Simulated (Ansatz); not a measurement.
# Lattice dynamics of KCl (Sylvite, Fm-3m), part 3 of 3

Aim: the vibrations of KCl (Sylvite, Fm-3m), their spectra, and whether the structure is stable.

Ansatz 0.2.0; DFT PBE, scalar-relativistic, plane waves, PAW.

So far, highest frequency on the path or at a solved wavevector (cm⁻¹): step 5 (response at finite wavevector) 196. The relaxed cell has a = 6.382 Å (conventional setting).

## (6) The same by displaced supercells

Finite displacements in a 2×2×2 supercell give force constants from forces alone. They are exact at the wavevectors that the supercell holds, where they check the linear-response result.

File input.yaml:

```yaml
crystal:
  lattice:
    - [0.0, 3.1908106043, 3.1908106043]
    - [3.1908106043, 0.0, 3.1908106043]
    - [3.1908106043, 3.1908106043, 0.0]
  atoms:
    - { symbol: K, position: [0.0, 0.0, 0.0] }
    - { symbol: Cl, position: [0.5, 0.5, 0.5] }
kpoints:
  mp_grid: { grid: [8, 8, 8] }
hamiltonian:
  xc: pbe
scf:
  occupations: { method: fixed }
output:
  eigenvalues: true
phonons:
  method: fd
  supercell: [2, 2, 2]
  temperatures: { t_max: 1000, t_step: 50 }
  qpath:
    path:
      - [[0.0, 0.0, 0.0], [0.5, 0.0, 0.5], [0.625, 0.25, 0.625]]
      - [[0.375, 0.375, 0.75], [0.0, 0.0, 0.0], [0.5, 0.5, 0.5], [0.5, 0.25, 0.75], [0.5, 0.0, 0.5]]
    npoints: 10
  non_analytic_term:
    high_frequency_dielectric_tensor: [[2.2815, 0.0, 0.0], [0.0, 2.2815, 0.0], [0.0, 0.0, 2.2815]]
    born_effective_charges:
      - { species: K, tensor: [[1.1296, 0.0, 0.0], [0.0, 1.1296, 0.0], [0.0, 0.0, 1.1296]] }
      - { species: Cl, tensor: [[-1.1296, 0.0, 0.0], [0.0, -1.1296, 0.0], [0.0, 0.0, -1.1296]] }
    source: "zone-centre run at this cell"
```

Started as:

```
$ ansatz run input.yaml --threads 4 --pin off --max-ram 7168MiB --backend cpu --events-out ev --progress --plain --runs-dir out
```

Numbers of over 12 decimals in the logs are rounded to 6 here.

Output:

```text
[...]
Crystal: 16 atoms, lattice volume = 519.784 Å³
Basis set: ecut = 420 eV, 10081 PW (Γ), exchange–correlation on 128×128×128 points (8 copies of the dense FFT grid, shifted against one another)
Bands: 80, of which v1, the nominal top of the filled ones, is band 64 counted from 1 (63 counted from 0)
Symmetry: 384 space group operations
k-points: 8 of 64
[...]
SCF iter   1: F=—  HF=-20969.808873 eV  |F-HF|=—  |Δ(HF+E_count)|=         —  Δρ=8.20e-8  dr2=5.39e-11  ethr=1.00e-12  ⟨swp⟩=3.0  Hψ=1595  notcnv=0
[...]
SCF iter   2: F=-20969.808873 eV  HF=-20969.808873 eV  |F-HF|=7.28e-12  |Δ(HF+E_count)|=  3.64e-12  Δρ=2.54e-8  dr2=3.35e-12  ethr=1.00e-12  ⟨swp⟩=4.0  Hψ=1804  notcnv=0
SCF 1 converged in 2 iterations: F = -20969.808873 eV  dr2 = 3.35e-12
[...]
Symmetry: 8 space group operations
k-points: 13 of 64 (time reversal used)
[...]
SCF iter   1: F=—  HF=-20969.808817 eV  |F-HF|=—  |Δ(HF+E_count)|=         —  Δρ=4.98e-5  dr2=2.01e-5  ethr=1.97e-9  ⟨swp⟩=3.0  Hψ=3991  notcnv=0  defer=131
eigensolver tolerance schedule calibrated: the retry pair's looser diagonalisation under-reported the residual by θ = 0.87 (0.14/decade); ethr = c·dr2/N_el runs at the constant in force after the calibration composes with the one it found (an armed cap, an earlier calibration), c = 5.0e-2
SCF iter   2: F=—  HF=-20969.808868 eV  |F-HF|=—  |Δ(HF+E_count)|=   5.10e-5  Δρ=1.57e-5  dr2=1.94e-6  ethr=1.97e-9  ⟨swp⟩=2.0  Hψ=1734  notcnv=0  defer=131
[...]
SCF iter   7: F=-20969.808868 eV  HF=-20969.808868 eV  |F-HF|=7.28e-12  |Δ(HF+E_count)|=  3.64e-12  Δρ=1.23e-8  dr2=8.68e-13  ethr=1.00e-12  ⟨swp⟩=5.0  Hψ=3883  notcnv=0
SCF 2 converged in 7 iterations: F = -20969.808868 eV  dr2 = 8.68e-13
[...]
SCF iter   6: F=-20969.808868 eV  HF=-20969.808868 eV  |F-HF|=7.28e-12  |Δ(HF+E_count)|=  1.67e-10  Δρ=2.73e-8  dr2=5.51e-12  ethr=1.00e-12  ⟨swp⟩=4.0  Hψ=4388  notcnv=0
SCF 3 converged in 6 iterations: F = -20969.808868 eV  dr2 = 5.51e-12
[...]
SCF converged after 2 iterations
Free energy (F): -20969.808873 eV
[...]
Internal energy: -20969.808873 eV  (E = F + TS)
E sigma→0 (E₀):  -20969.808873 eV
Fermi energy:    0.581133 eV
[...]
--- Band table (eV; the first three rows and the last of 8) ---
  k-point 0: bands = [... 60 lower, 0.3670, 0.5811, 0.5811, 0.5811, 5.6282, 7.1369, 7.1369, 7.1369, ... 12 higher]
  k-point 1: bands = [... 60 lower, 0.3553, 0.4046, 0.5357, 0.5357, 5.9876, 7.3756, 7.3756, 7.3756, ... 12 higher]
  k-point 2: bands = [... 60 lower, 0.4297, 0.4297, 0.4297, 0.4297, 6.8471, 6.8471, 7.9344, 7.9344, ... 12 higher]
  k-point 7: bands = [... 60 lower, 0.3988, 0.3988, 0.3988, 0.3988, 7.3873, 7.3873, 7.3873, 7.3873, ... 12 higher]
--- Phonons: 2 displaced members + reference (amplitude 0.0025 Å, Σ member SCF iterations 13) ---
  symmetry images taken by strict's conditions (phonons.symmetry_images: auto; settled by no image being taken that strict refuses)
  ASR residual: 3.086e-4 → 0.000e0 eV/Å²; symmetrization residual: 1.891e-4 eV/Å²
  largest component of a force at the reference: 1.7e-28 eV/Å
  ASR residual per site (eV/Å²): 4.10e-5 3.09e-4
  Γ frequencies (cm⁻¹): 0.00 0.00 0.00 125.39 125.39 125.39
[...]
```

Run time: 23 s. Hardware: 4 threads of Arm Neoverse V1, shared host; peak memory 1.3 GiB; 86 s of CPU time.

This step gave:

```
atoms in the supercell               : 16
sum-rule residual before enforcement : 3.09e-4 eV/Å²
```

Interpolated from a 2×2×2 supercell, with the LO-TO term (at Γ the limit along the path; where Γ stands inside the path, tables give the limit on arrival). Phonon branches along the path, in cm⁻¹:

| point | branch 1 | branch 2 | branch 3 | branch 4 | branch 5 | branch 6 |
| --- | --- | --- | --- | --- | --- | --- |
| Γ | 0 | 0 | 0 | 125 | 125 | 196 |
| halfway | 47 | 47 | 98 | 129 | 129 | 160 |
| X | 60 | 60 | 107 | 130 | 130 | 136 |
| halfway | 62 | 72 | 104 | 127 | 130 | 136 |
| U | 70 | 96 | 97 | 121 | 130 | 136 |
| jump to K | 70 | 96 | 97 | 121 | 130 | 136 |
| halfway | 56 | 73 | 94 | 106 | 131 | 170 |
| Γ | 0 | 0 | 0 | 125 | 125 | 196 |
| halfway | 56 | 56 | 81 | 118 | 118 | 183 |
| L | 92 | 92 | 100 | 100 | 143 | 146 |
| halfway | 83 | 86 | 112 | 113 | 135 | 135 |
| W | 86 | 86 | 103 | 108 | 134 | 134 |
| halfway | 69 | 77 | 101 | 124 | 131 | 136 |
| X | 60 | 60 | 107 | 130 | 130 | 136 |

The phonon branches as a text plot (rows in cm⁻¹):

```
    192 |***                        *******
    184 |   *                     **       **
    176 |    **                  *           *
    168 |                       *             *
    159 |      *               *               *
    151 |                                       *
    143 |       *            **                  ****
    135 |        *  *************               *    ************
    127 |********************    *********                    ***
    119 |        ***     *** **   ***     **** *            **
    110 |       *   ***    **  ***            **    ********    *
    102 |      *       ***   ***                ****     *** ***
     94 |                **     *            *   **         *
     86 |    **            *****                *  ***********
     78 |               *  * **  *          * **            *
     69 |              * **     *          *                 **
     61 |   *     *******      * ***         *                 **
     53 |       **              *         * *
     45 |  *   *                 ****      *
     37 |    **                   **     **
     29 |   *                       *
     20 | **                        **  **
     12 | *                          *  *
      4 |*                            **
         Γ           X  U|K            Γ         L        W     X
```

The phonon density of states has structure finer than the step of the table below, so its rows give means over 10 cm⁻¹, whole bins alone (the curve runs from 1 to 195 cm⁻¹). Peaks (cm⁻¹: height): 81.0: 0.0627, 89.0: 0.0783, 101.0: 0.0911, 131.0: 0.141, 135.0: 0.131.

Tetrahedra on a 18×18×18 mesh, mean over bins of 2 cm-1. Interpolated from a 2×2×2 supercell. The phonon density of states by wavenumber; means over each step:

wavenumber (cm⁻¹), phonon density of states (1/cm⁻¹/cell) and a bar:
```
       10      0.000 
       20      0.001 
       30      0.004 #
       40      0.008 ##
       50      0.015 ####
       60      0.034 #########
       70      0.046 ############
       80      0.052 #############
       90      0.054 ##############
      100      0.055 ##############
      110      0.058 ###############
      120      0.074 ###################
      130      0.115 ##############################
      140      0.035 #########
      150      0.016 ####
      160      0.012 ###
      170      0.009 ##
      180      0.007 ##
      190      0.004 #
```

At Γ the two methods differ by at most 0.0 cm⁻¹.

## (7) What came out

| Property | Result |
| --- | --- |
| space group after relaxation (within 0.01 Å) | Fm-3m |
| volume per atom | 32.5 Å³ |
| gap on the k-mesh | 5.05 eV |
| highest optical mode at the zone centre (no LO-TO term) | 125 cm⁻¹ |
| top of the zone-centre spectrum with the field | 196 cm⁻¹ |
| lowest optical zone-centre mode | 125 cm⁻¹ |
| mean high-frequency dielectric constant | 2.28 |
| mean static dielectric constant | 5.59 |
| largest Born charge (third of the trace) | 1.13 e |
| lowest mode on the q mesh (acoustic modes at Γ apart) | 43.0 cm⁻¹ |
| highest frequency on the path or at a solved wavevector | 196 cm⁻¹ |
| zero-point energy per atom | 19.9 meV |
| heat capacity at 300 K | 24.4 J/(mol atoms K) |
| vibrational entropy at 300 K | 43.2 J/(mol atoms K) |
| Debye temperature (second moment) | 207 K |
| imaginary modes on the 4×4×4 q mesh | none |

What this shows: The structure is a minimum as far as tested: no mode is imaginary at the 8 irreducible wavevectors of the 4×4×4 mesh, and the softest away from the acoustic zeros lies at 43 cm⁻¹. Without the field, the optical modes at Γ form one degenerate level at 125 cm⁻¹. With the macroscopic field of the longitudinal modes the top of the zone-centre spectrum lies at 196 cm⁻¹, against 125 cm⁻¹ without it. Lattice motion raises the mean dielectric constant from 2.281 to 5.588. The strongest infrared line is at 125 cm⁻¹. Finite displacements and linear response differ by 0.0 cm⁻¹ in the highest zone-centre mode. These are harmonic frequencies at zero temperature: anharmonic shifts, linewidths and thermal expansion are left out.

[Logs are printed without paths, hosts, clocks, repeated set-up lines and the standing remarks that a program may print on its own settings, such as how far it seeks lower states.]

[Hosts, paths, dates, database ids (printed as entryN), source tags and the programs' standing remarks are cut or masked in the printed files.]
